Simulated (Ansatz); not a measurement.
Entries from a set of simulations; values are calculated unless marked as measured.

**MoS2 (P6_3/mmc): spin-orbit coupling beyond the local functionals**

Symmetry: P6_3/mmc, No. 194, hexagonal system. The conventional cell has a = 3.169 Å, b = 3.169 Å, c = 12.324 Å, α = 90.00°, β = 90.00°, γ = 120.00°. Nearest to Mo lie 6 S at 2.41 Å. Nearest to S lie 3 Mo at 2.41 Å. Farther neighbours and most contacts between anions are not listed.

```
Mo S
1.0
     3.16900    0.00000    0.00000
    -1.58450    2.74443    0.00000
     0.00000    0.00000   12.32400
Mo S
2 4
Cartesian
  0.0000 1.8296 3.0810
  1.5845 0.9148 9.2430
  0.0000 1.8296 7.6779
  1.5845 0.9148 1.5159
  0.0000 1.8296 10.8081
  1.5845 0.9148 4.6461
```

- method: DFT, HSE06 with spin-orbit coupling, plane waves, PAW (and 1 further level or step)
- program: Ansatz 0.2.0
- settings of one run: cutoff 420 eV, 6×6×2 k-mesh, smearing width 0.02 eV, default PAW
- cost: 2 runs, 80 s in all on 1 × NVIDIA H100 80GB HBM3 (shared by 6 runs) with 3 threads of AMD EPYC 7R13 (Zen 3), shared host (the runs of this entry)
- notes: The database entry behind the starting cell differs from later determinations by our own check (about 0.3 % long). The cell and positions come from the Crystallography Open Database and are kept as given unless a step says otherwise.
- HSE06: 1.44 eV
- HSE06+SOC: 1.44 eV

Spin-orbit coupling changes the gap by −0.01 eV and the least direct gap by −0.05 eV.

[Paths, hosts, dates, memory and timing lines, banners, echoed tables and standing remarks are left out of the program output.]

[Logs are printed without paths, hosts, clocks, repeated set-up lines and the standing remarks that a program may print on its own settings, such as how far it seeks lower states.]

[Runs of the session that timed out or met a known fault of the program may be left out.]

[Cells called generated may have been cut or substituted from an entry of the Crystallography Open Database or the Materials Project.]

[Hosts, paths, dates, database ids (printed as entryN), source tags and the programs' standing remarks are cut or masked in the printed files.]
